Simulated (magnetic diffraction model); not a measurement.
**Cr2FeTe3S: what an assumed order does to the neutron pattern**

Space group Cm (no. 8), a = 12.4840 Å, b = 3.4900 Å, c = 6.2390 Å, β = 117.53°.

```
site  atom       x    y       z
  2a    Te  0.6160  1/2  0.4494
  2a    Te  0.8853    0  0.5639
  2a    Te  0.8812  1/2  0.0375
  2a    Fe  0.5153  1/2  0.9913
  2a    Cr  0.7598  1/2  0.2738
  2a    Cr  0.7387    0  0.7334
  2a     S  0.6239    0  0.9768
```

This is a made-up structure (elements placed in a structure type, unrelaxed), so the numbers test the method and describe no known phase.

Only Fe and Cr are taken to order (form factors of Fe2+ and Cr3+); orders and moment sizes are assumed, and not adapted to the symmetry. Radiation: neutrons of λ = 2.36 Å, 8° to 60°; isotropic B of 0.26 Å² (Te), 0.34 Å² (Fe), 0.33 Å² (Cr) and 0.52 Å² (S). The intensities are simulated: I ∝ L Σ (|F_N|² + |F_M⊥|²) for unpolarised neutrons, with F_M = 2.695 fm/μB × Σ f(s) S exp(2πi Q·r) exp(−B s²) at Q = H ± k (one set where k and −k are equivalent), only the part normal to Q counting and L = 1/(sin²θ cos θ). For collinear order S is the moment m, which repeats by lattice and centring translations R with the sign exp(−2πi k·R). Form factors are spin-only for 3d ions and dipole or tabulated for f ions, scattering lengths are Sears's of 1992, and absorption is left out. A label names one of the reflections at its angle. The strongest nuclear line in the range is 100, and lines under 0.2 are left out.

Assume the order k = (1 0 0), collinear moments along [010], 3.48 μB on Fe and 2.42 μB on Cr; signs + at (0.5153, 1/2, 0.9913), + at (0.7598, 1/2, 0.2738), − at (0.7387, 0, 0.7334).

Q: Where does magnetic intensity appear, and how strong is it?

```tsv
2θ (°)	index	nuclear	magnetic
12.24	(1 0 0)	0.0	160.8
21.82	(1 0 -1)	0.0	322.2
24.62	(2 0 0)	9.8	0.0
24.63	(0 0 1)	21.9	0.0
25.55	(2 0 -1)	61.2	0.0
32.41	(1 0 1)	0.0	3.0
33.84	(3 0 -1)	0.0	7.0
37.30	(3 0 0)	0.0	26.0
41.53	(1 1 0)	60.0	0.0
42.77	(2 0 1)	14.2	0.0
44.47	(4 0 -1)	33.0	0.0
44.49	(2 0 -2)	8.7	0.0
45.60	(1 1 -1)	20.3	0.0
45.78	(1 0 -2)	0.0	5.4
46.86	(3 0 -2)	0.0	10.2
47.12	(2 1 0)	0.0	0.9
47.13	(0 1 1)	0.0	3.4
47.66	(2 1 -1)	0.0	5.0
50.47	(4 0 0)	3.5	0.0
50.50	(0 0 2)	56.1	0.0
52.00	(1 1 1)	75.0	0.0
52.50	(4 0 -2)	51.1	0.0
52.99	(3 1 -1)	100.0	0.0
54.66	(3 0 1)	0.0	30.1
55.47	(3 1 0)	30.7	0.0
56.56	(5 0 -1)	0.0	26.2
58.04	(1 0 2)	0.0	9.9
59.64	(2 1 1)	0.0	8.7
```

The strongest magnetic line in the range is (1 0 -1) at 21.82° (322.2). On top of the Lorentz factor, which all lines share, magnetic lines fade with angle because f falls: for Fe2+ it is 0.90, 0.68, 0.45 and 0.15 at sin θ/λ = 0.1, 0.2, 0.3 and 0.5 Å⁻¹, while nuclear lengths stay constant. The order has no net moment.

[Logs are printed without paths, hosts, clocks, repeated set-up lines and the standing remarks that a program may print on its own settings, such as how far it seeks lower states.]
